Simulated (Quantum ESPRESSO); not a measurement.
# Co (hcp): which axis gives way under pressure?

Cell and atoms of hcp Co are relaxed at set pressures, to see how each axis shrinks. The phase is followed to these pressures whether or not it stays the stable one.

Calculated with Quantum ESPRESSO 7.5, PBEsol, GBRV 1.5 ultrasoft potentials, cutoff 680 eV, Fermi–Dirac smearing 0.05 eV, k-mesh 20×20×11, ferromagnetic start, no spin-orbit coupling.

The series also meant to hold 30 (pressure); those runs didn't finish, missed their thresholds or give no value for this table.

Reference cell, relaxed at zero pressure with PBEsol (P6_3/mmc): a = 2.4541 Å, b = 2.4541 Å, c = 3.9674 Å, α = 90.00°, β = 90.00°, γ = 120.00°.

```csv
atom,x,y,z
Co,0.3333,0.6667,0.7500
Co,0.6667,0.3333,0.2500
```

```csv
P (GPa),a (Å),c (Å),c/a
−3.95,2.4672,3.9900,1.6172
4.93,2.4390,3.9416,1.6161
14.78,2.4123,3.8970,1.6155
19.71,2.4003,3.8773,1.6153
```

**Question.** Give the linear compressibility of each axis at zero pressure, and the edges at 9.87 GPa, a row left out above.

Least squares with l = l0 + l1 P + l2 P² gives for a: l0 = 2.4542 Å, l1 = −3.185e−3 Å/GPa, l2 = 2.29e−5 Å/GPa², so β = −l1/l0 = 1.298 × 10⁻³ GPa⁻¹ and the withheld edge is 2.4250 Å. The run itself gives 2.4252 Å, so the estimate misses by 0.0002 Å; the fitted rows themselves lie up to 0.0001 Å off the law.

Least squares with l = l0 + l1 P + l2 P² gives for c: l0 = 3.9676 Å, l1 = −5.465e−3 Å/GPa, l2 = 4.51e−5 Å/GPa², so β = −l1/l0 = 1.377 × 10⁻³ GPa⁻¹ and the withheld edge is 3.9181 Å. The run itself gives 3.9182 Å, so the estimate misses by 0.0001 Å, a rounding's worth.

The compressibilities add to the volume compressibility, 2β_a + β_c = 3.973 × 10⁻³ GPa⁻¹, or B0 ≈ 252 GPa; a parabola over so wide a range errs a few per cent to the stiff side. The axes shrink nearly alike.

[Logs are printed without paths, hosts, clocks, repeated set-up lines and the standing remarks that a program may print on its own settings, such as how far it seeks lower states.]
